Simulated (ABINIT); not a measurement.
Records of electronic-structure calculations.

## Quasiparticle gap of AlN (P6_3mc) in ABINIT

Symmetry: P6_3mc, No. 186, hexagonal system. The conventional cell has a = 3.113 Å, b = 3.113 Å, c = 4.981 Å, α = 90.00°, β = 90.00°, γ = 120.00°. Nearest to Al lie 4 N at 1.89 Å. Nearest to N lie 4 Al at 1.89 Å. Farther neighbours, and contacts between anions beyond the nearest, are not listed.

```xyz
4
Lattice="3.1130 0.0000 0.0000 -1.5565 2.6959 0.0000 0.0000 0.0000 4.9810" Properties=species:S:1:pos:R:3 pbc="T T T"
Al    0.0000    1.7973    0.0000
Al    1.5565    0.8986    2.4905
N     0.0000    1.7973    1.8928
N     1.5565    0.8986    4.3833
```

| Quantity | Value |
| --- | --- |
| method | RPA screening on PBE, plane waves, norm-conserving pseudopotentials (and 2 further levels or steps) |
| program | ABINIT 10.8.3 |
| settings | cutoff 36 Ha, PseudoDojo scalar-relativistic 0.4.1 standard, norm-conserving, potential set dojo-sr-pbe-0.4.1-standard, ngkpt (6, 6, 4), nband 102, ecuteps 6 Ha, inclvkb 2, shiftk (0, 0, 0), symchi 1, awtr 1, frequency ppm, 6×6×4 k-mesh |
| cost | 5 runs, 2 min in all on 8 MPI ranks of Arm Neoverse V1, shared host |
| notes | The database entry behind the starting cell differs from other determinations of this structure. The program’s warnings: nkpt*nsppol () is not a multiple of nproc spkpt (). The cell and positions come from the Crystallography Open Database and are kept as given unless a step says otherwise. |
| PBE gap | 4.22 eV, direct |
| G0W0 gap on the mesh | 5.55 eV |
| GW settings | 6×6×4 mesh, 102 bands, screening to 163.3 eV, Godby-Needs plasmon pole |
| known limits | short of the basis limit |

G0W0 moves the gap on the mesh from 4.22 eV to 5.55 eV (+1.33 eV), with Z of 0.79 and 0.82 at the edges. Local fields lower the RPA ε∞ on this mesh from 4.64 to 4.22.

[Long decimals in the printed logs are rounded to 6 places.]

[Logs are printed without paths, hosts, clocks, repeated set-up lines and the standing remarks that a program may print on its own settings, such as how far it seeks lower states.]

[Paths, hosts, dates, memory and timing lines, banners, echoed tables and standing remarks are left out of the program output; an Ansatz launch command may be rebuilt from the run's recorded settings. Measured values are a selection of at most five: reports struck by readers or far from the other reports are left out. None is set beside runs whose start may be inverted or whose files or cutoffs have a known fault.]

[Runs of the session that timed out or met a known fault of the program may be left out.]

[Hosts, paths, dates, database ids (printed as entryN), source tags and the programs' standing remarks are cut or masked in the printed files.]

[G0W0 gaps are taken among the corrected bands and points alone; a level outside them can change the order at an edge.]

[Where Ansatz stands beside ABINIT at settings called matched, ABINIT's density can come from a denser mesh and the files from another edition; pairs whose starting gaps differed by over 0.03 eV were left out, so agreement reads better than it is.]
